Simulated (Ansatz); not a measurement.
# AgSbSe3 (model cell, started as cubic perovskite with Sb in the octahedra): from the cell to its phonons, part 2 of 3

Task: relax AgSbSe3 (model cell, started as cubic perovskite with Sb in the octahedra), then find its harmonic phonons.

Ansatz 0.2.0; DFT PBEsol, scalar-relativistic, plane waves, PAW; PAW set soft_1.

So far. Step 3 (Bringing the structure to rest): Little changed from the start: no atom moved by 0.005 Å and no cell edge by 0.1 %. The relaxed cell has a = 5.225 Å (conventional setting).

The structure was built from a prototype and need not be the compound's stable phase.

**4. Relaxing to small forces for the phonons**

Phonons need a cell at rest on their own settings, so the relaxation is repeated with tight tolerances on forces and stress, using the mesh and the filling of the phonon run that follows.

input.yaml

```yaml
crystal:
  lattice:
    - [5.2247545114, 0.0, 0.0]
    - [0.0, 5.2247545114, 0.0]
    - [0.0, 0.0, 5.2247545114]
  atoms:
    - { symbol: Ag, position: [0.0, 0.0, 0.0] }
    - { symbol: Sb, position: [0.5, 0.5, 0.5] }
    - { symbol: Se, position: [0.5, 0.5, 0.0] }
    - { symbol: Se, position: [0.5, 0.0, 0.5] }
    - { symbol: Se, position: [0.0, 0.5, 0.5] }
kpoints:
  mp_grid: { grid: [8, 8, 8] }
hamiltonian:
  xc: pbesol
  pseudopotentials: { kind: paw, azcp: { folder: soft_1 }, xc_functional: pbe }
scf:
  occupations: { method: methfessel_paxton, width: 0.2 }
output:
  forces: true
  stress: true
  eigenvalues: true
  write_density: true
  write_potential: true
  elf: true
  volumetric_format: npy
relax:
  adjacent_minimum: "off"
  f_tol: 0.001
  max_steps: 60
  cell: { stress_tol: 0.01 }
```

On the command line:

```sh
ansatz run input.yaml --threads 4 --pin off --max-ram 16384MiB --backend cpu --events-out ev --progress --plain --runs-dir out
```

Numbers of over 12 decimals in the logs are rounded to 6 here.

Log:

```text
[...]
Crystal: 5 atoms, lattice volume = 142.626 Å³
Basis set: ecut = 420 eV, 2801 PW (Γ), exchange–correlation on 72×72×72 points (8 copies of the dense FFT grid, shifted against one another)
Bands: 50, of which v1, the nominal top of the filled ones, is band 41 counted from 1 (40 counted from 0)
Symmetry: 48 space group operations
[...]
k-points: 35 of 512
[...]
--- Relaxed structure (2 steps of the walk, 2 accepted, 1 SCFs on fresh bases) ---
[...]
cell:  # Å, volume = 142.4212 Å³
    - [5.222257, 0, 0]
    - [0, 5.222257, 0]
    - [0, 0, 5.222257]
  atoms:
    - { symbol: Ag, position: [0, 0, 0] }
    - { symbol: Sb, position: [0.5, 0.5, 0.5] }
    - { symbol: Se, position: [0.5, 0.5, 0] }
    - { symbol: Se, position: [0.5, 0, 0.5] }
    - { symbol: Se, position: [0, 0.5, 0.5] }
[key lines of the parts left out:]
SCF converged after 5 iterations
Free energy (F): -30200.169115 eV
Fermi energy:    6.733969 eV
P = ⅓ Tr σ = 0.0041 GPa (0.041 kbar)
```

It took 14 s on 4 threads of Arm Neoverse V1, shared host; peak memory 0.62 GiB.

Little changed from the start: no atom moved by 0.005 Å and no cell edge by 0.1 %.

This step gave:

* pressure: 0.004131 GPa
* volume per atom: 28.48 Å³

Electrostatic potential energy in the ac plane at fractional y = 0.500, with atoms of Sb and Se within 0.2 Å of it. With pseudopotentials it is smooth inside the atoms' cores, unlike the true potential.

Ten even steps from '_' (-34 eV) to '@' (12 eV), each cell a mean:
```
@@@@@@@@##++%%@@**++%%@@@@@@
@@@@@@@@%%**==++++##@@@@@@@@
@@@@@@@@@@%%##**##%%@@@@@@@@
%%@@@@@@@@%%######%%@@@@@@%%
++**%%%%%%++--::==##%%%%##++
##++**%%**::______==####++**
@@##++##++________::##**++@@
@@**++##++..______--####==%%
++++##%%##==..__::++%%%%**++
##%%@@@@%%##++++**%%@@@@%%##
@@@@@@@@@@%%####%%%%@@@@@@@@
@@@@@@@@@@##++++**%%@@@@@@@@
@@@@@@@@%%++**##++**@@@@@@@@
@@@@@@@@##++@@@@##++%%@@@@@@
```
Columns run along a (5.2 Å; values clipped at the 3rd and 97th percentile), rows up along c (5.2 Å). Atoms in or near the plane, at fractional coordinates: Sb at (0.50, 0.50), Se at (0.50, 0.00), Se at (0.00, 0.50).

Valence density in the ac plane at fractional y = 0.500, with atoms of Sb and Se within 0.2 Å of it. It is the smooth field of the valence electrons, not physical close to the nuclei.

Ten steps, logarithmic in the rise over the least value, from '_' (0 e/Å³) to '@' (38 e/Å³), each cell a mean:
```
________..--##%%++::..______
________..::----::..________
__________..........________
..________........________..
::::..__....::--::..__....::
**==::....--++**==::....::++
@@**::....==####**--....--%%
%%++::....==**##++::....--##
==::......::====--......::--
....______..........____....
__________........__________
__________..::::::..________
________..::++**==::________
________..==%%@@**::..______
```
Columns run along a (5.2 Å), rows up along c (5.2 Å). Atoms in or near the plane, at fractional coordinates: Sb at (0.50, 0.50), Se at (0.50, 0.00), Se at (0.00, 0.50).

ELF in the ac plane at fractional y = 0.500, with atoms of Sb and Se within 0.2 Å of it. It is the smooth field of the valence electrons, not physical close to the nuclei.

Values, 14 rows by 14 columns, each cell a mean:
```
0.02 0.04 0.20 0.60 0.79 0.74 0.41 0.27 0.60 0.80 0.73 0.40 0.09 0.03
0.11 0.07 0.10 0.34 0.64 0.73 0.68 0.65 0.72 0.71 0.52 0.19 0.07 0.09
0.47 0.30 0.12 0.13 0.34 0.55 0.64 0.66 0.61 0.46 0.22 0.10 0.19 0.40
0.77 0.66 0.36 0.16 0.22 0.38 0.46 0.48 0.43 0.30 0.17 0.22 0.52 0.73
0.80 0.77 0.61 0.35 0.31 0.36 0.35 0.34 0.36 0.34 0.30 0.46 0.71 0.80
0.53 0.68 0.69 0.51 0.39 0.31 0.16 0.12 0.23 0.36 0.43 0.61 0.72 0.60
0.15 0.48 0.70 0.58 0.41 0.24 0.07 0.06 0.12 0.34 0.48 0.66 0.65 0.27
0.31 0.57 0.70 0.56 0.41 0.27 0.09 0.07 0.16 0.35 0.46 0.64 0.68 0.41
0.73 0.75 0.66 0.44 0.36 0.35 0.27 0.24 0.31 0.36 0.38 0.55 0.73 0.74
0.81 0.74 0.50 0.24 0.26 0.36 0.41 0.41 0.39 0.31 0.22 0.34 0.64 0.79
0.65 0.49 0.21 0.12 0.24 0.44 0.56 0.58 0.51 0.35 0.16 0.13 0.34 0.60
0.25 0.14 0.09 0.21 0.50 0.66 0.70 0.70 0.69 0.61 0.36 0.12 0.10 0.20
0.04 0.05 0.14 0.49 0.74 0.75 0.57 0.48 0.68 0.77 0.66 0.30 0.07 0.04
0.02 0.04 0.25 0.65 0.81 0.73 0.31 0.15 0.53 0.80 0.77 0.47 0.11 0.02
```
Columns run along a (5.2 Å), rows up along c (5.2 Å). Atoms in or near the plane, at fractional coordinates: Sb at (0.50, 0.50), Se at (0.50, 0.00), Se at (0.00, 0.50).

The forces vanish by symmetry and the pressure is 0.004 GPa, within the tolerances set. The cell now holds 28.48 Å³/atom.

**5. Linear response at the zone centre**

The zone centre comes first: it holds the modes that light can see, as far as symmetry allows. No field response is asked, since the mesh shows no gap.

input.yaml, the sections that differ from step 4:

```yaml
crystal:
  lattice:
    - [5.2222568262, 0.0, 0.0]
    - [0.0, 5.2222568262, 0.0]
    - [0.0, 0.0, 5.2222568262]
  atoms:
    - { symbol: Ag, position: [0.0, 0.0, 0.0] }
    - { symbol: Sb, position: [0.5, 0.5, 0.5] }
    - { symbol: Se, position: [0.5, 0.5, 0.0] }
    - { symbol: Se, position: [0.5, 0.0, 0.5] }
    - { symbol: Se, position: [0.0, 0.5, 0.5] }
output:
  eigenvalues: true
phonons:
  method: dfpt
# kpoints, hamiltonian, scf: as in step 4
# relax: removed
```

Log:

```text
zone centre: on kpoints.mp_grid the ground state, and the responses unless they are solved on pairs of k-points, stand on 125 of the mesh's 512 k-points, reduced under 8 symmetry operations, with k and −k counted as one. Each operation leaves every solved displacement unchanged or reverses it
[...]
Crystal: 5 atoms, lattice volume = 142.421 Å³
Basis set: ecut = 420 eV, 2801 PW (Γ), exchange–correlation on 72×72×72 points (8 copies of the dense FFT grid, shifted against one another)
Bands: 50, of which v1, the nominal top of the filled ones, is band 41 counted from 1 (40 counted from 0)
Symmetry: 48 space group operations
k-points: 125 of 512 (irreducible under 8 space group operations)
[...]
SCF iter   1: F=—  HF=-30200.930674 eV  |F-HF|=—  |Δ(HF+E_count)|=         —  Δρ=3.66e-2  dr2=2.48e0  ethr=3.10e-3  ⟨swp⟩=6.9  Hψ=24322  notcnv=0  defer=11
[...]
SCF iter  11: F=-30200.169115 eV  HF=-30200.169115 eV  |F-HF|=1.82e-11  |Δ(HF+E_count)|=  3.64e-12  S|Δr|=    0.00e0  Δρ=1.15e-8  dr2=1.51e-13  ethr=1.00e-12  ⟨swp⟩=13.3  Hψ=34512  notcnv=0
SCF 1 converged in 11 iterations: F = -30200.169115 eV  dr2 = 1.51e-13
[...]
DFPT response loops at Γ: preconditioner auto → Kerker (q_TF=auto, 2.488 Å⁻¹) (partly filled bands, converged f_vac=0.046); β = 1.00, the filter's whole step (`scf.mixing.beta` (0.50) is not read by the response loops under this deck's `scf.mixing.preconditioner`; to damp them name `kerker` or `kerker_dos`, under which they read `scf.mixing.beta`, and type it under 1.00, their step now; both keys bind the ground state too); Broyden in place of MSR1
SCF converged after 11 iterations
[...]
Free energy (F): -30200.169115 eV
[...]
Internal energy: -30200.159367 eV  (E = F + TS)
E sigma→0 (E₀):  -30200.166678 eV
Entropy (-TS):   -0.009748 eV (-1.950 meV/atom)
Fermi energy:    6.733969 eV
[...]
--- Band table (eV; the first three rows and the last of 125) ---
  k-point 0: bands = [... 37 lower, 6.0098, 6.0098, 6.0623, 6.0623, 6.0623, 7.1247, 12.1877, 12.1877, ... 5 higher]
  k-point 1: bands = [... 37 lower, 5.9101, 5.9101, 6.0450, 6.0785, 6.0785, 7.5630, 12.2167, 12.3635, ... 5 higher]
  k-point 2: bands = [... 37 lower, 5.6373, 5.6373, 6.0065, 6.1637, 6.1637, 8.3188, 11.5196, 12.2921, ... 5 higher]
  k-point 124: bands = [... 37 lower, 5.4650, 7.1491, 7.2784, 7.2784, 7.2784, 7.6196, 7.6196, 7.6196, ... 5 higher]
--- Phonons (Γ-DFPT): 4 representative perturbations + reference, on 125 of 512 k-points (Σ response iterations 12) ---
  k mesh reduced under 8 symmetry operations, with k and −k counted as one. Each operation leaves every solved displacement unchanged or reverses it
  ASR residual: 1.097e-4 → 0.000e0 eV/Å²; symmetrization residual: 2.520e-5 eV/Å²
  ASR residual per site (eV/Å²): 4.18e-5 1.10e-4 1.07e-4 1.07e-4 1.07e-4
  Γ frequencies (cm⁻¹): -97.50 -97.50 -97.50 -76.02 -76.02 -76.02 -54.47 -54.47 -54.47 0.00 0.00 0.00 181.38 181.38 181.38
  non-analytic LO–TO correction: not included (Born effective charges unavailable; polar crystals: no LO–TO splitting at Γ)
```

Elapsed: 2.1 min, on 4 threads; peak memory 2.6 GiB; 8.1 min of CPU time.

Reading the cycles: dr2 is the Hartree energy of the density residual (eV), the measure of convergence; HF is the Harris–Foulkes estimate of the energy, which meets the free energy F at convergence.

This step gave:

| Property | Result |
| --- | --- |
| sum-rule residual before enforcement | 1.10e-4 eV/Å² |
| point group | m-3m |
| highest optical mode at the zone centre (no LO-TO term) | 181.4 cm⁻¹ |
| lowest optical zone-centre mode | -97.5 cm⁻¹ |

Patterns of degenerate modes are one choice out of their space. The modes at Γ (shares of kinetic energy by element, %) (negative means imaginary):

```
mode  frequency (cm⁻¹)  symmetry  Ag %  Sb %  Se %
   1             -97.5       T1u    23    14    64
   2             -97.5       T1u    23    14    64
   3             -97.5       T1u    23    14    64
   4             -76.0       T2u     0     0   100
   5             -76.0       T2u     0     0   100
   6             -76.0       T2u     0     0   100
   7             -54.5       T1u    54    33    13
   8             -54.5       T1u    54    33    13
   9             -54.5       T1u    54    33    13
  10               0.0  acoustic    23    26    51
  11               0.0  acoustic    23    26    51
  12               0.0  acoustic    23    26    51
  13             181.4       T1u     0    27    73
  14             181.4       T1u     0    27    73
  15             181.4       T1u     0    27    73
```

Displacements in mode 2 (-97.5 cm⁻¹), the largest set to 1:
```
Ag1 -0.72  0.00  0.00
Sb2 -0.53  0.00  0.00
Se3  1.00  0.00  0.00
Se4  1.00  0.00  0.00
Se5 -0.19  0.00  0.00
```

Displacements in mode 15 (181.4 cm⁻¹), the largest set to 1:
```
Ag1  0.00  0.00  0.00
Sb2  0.00  0.03 -0.50
Se3  0.00  0.01  1.00
Se4  0.00 -0.05 -0.11
Se5  0.00  0.01 -0.11
```

Before it was imposed, the acoustic sum rule was missed by 1.1e-4 eV/Å². Small misses are needed for a sound result but don't prove that mesh and cutoff are converged. The lowest optical mode is imaginary, 97.5i cm⁻¹, so the energy falls along it.

(Continued in part 3 of 3.)

[Logs are printed without paths, hosts, clocks, repeated set-up lines and the standing remarks that a program may print on its own settings, such as how far it seeks lower states.]

[Hosts, paths, dates, database ids (printed as entryN), source tags and the programs' standing remarks are cut or masked in the printed files.]
